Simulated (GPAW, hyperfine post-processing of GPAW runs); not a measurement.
# MgV2Cu2O6: working out a paramagnetic 25Mg shift

A spin-polarised calculation (DFT, revPBE+U, plane-wave PAW, GPAW setups, collinear spin, scalar-relativistic; GPAW) with all V moments parallel (S = 0.5 each) puts a spin density ρ↑ − ρ↓ of 0.04461 e/Å³, counted along the moments, at one Mg nucleus (8 V through links of 82 to 87° (6) and 140° (6)). Take g = 2, spin-only moments and Θ = 0 K (a pure Curie law); γ/2π of 25Mg is -2.6083 MHz/T.

**Task.** Find the contact field, the hyperfine constant and the contact shift at 330 K and 290 K, supposing that the crystal is a paramagnet with these local moments at both.

1. A spin density ρ_s carries a moment density μB ρ_s, and the contact field is B_c = (2μ₀/3) μB ρ_s. For 1 e/Å³ that is 7.769 T, so B_c = 0.3466 T.

2. With H = A S·I summed over the ions, A = γB_c/(2πS) = -2.6083 × 0.3466 / 0.5 = -1.81 MHz.

3. In a field B0 the paramagnet reaches only a fraction of saturation, M/M_sat = g μB (S + 1) B0 / [3 k_B (T − Θ)]. At 330 K this is 2.0355e-03 per tesla, or 1.91 % at 9.4 T.

4. The shift is that fraction of B_c over B0, so B0 drops out: δ = 0.3466 × 2.0355e-03 × 10⁶ = 706 ppm at 330 K.

5. At 290 K it scales by (330 − Θ)/(290 − Θ) = 1.138, to 803 ppm.

6. The sign says that the spin at the nucleus is parallel to the V moments, as where half-filled orbitals delocalise onto the site. Over this level and the 2 others of the session's ladder with the same moment and an open gap (any hybrids aside), the field runs from 0.347 to 0.476 T. Spin flips in this cell gave a rough Θ of 88 K, not relied on, which would scale the first shift by 1.37. Orbital and pseudocontact parts are not included.

[Hosts, paths, dates, database ids (printed as entryN), source tags and the programs' standing remarks are cut or masked in the printed files.]
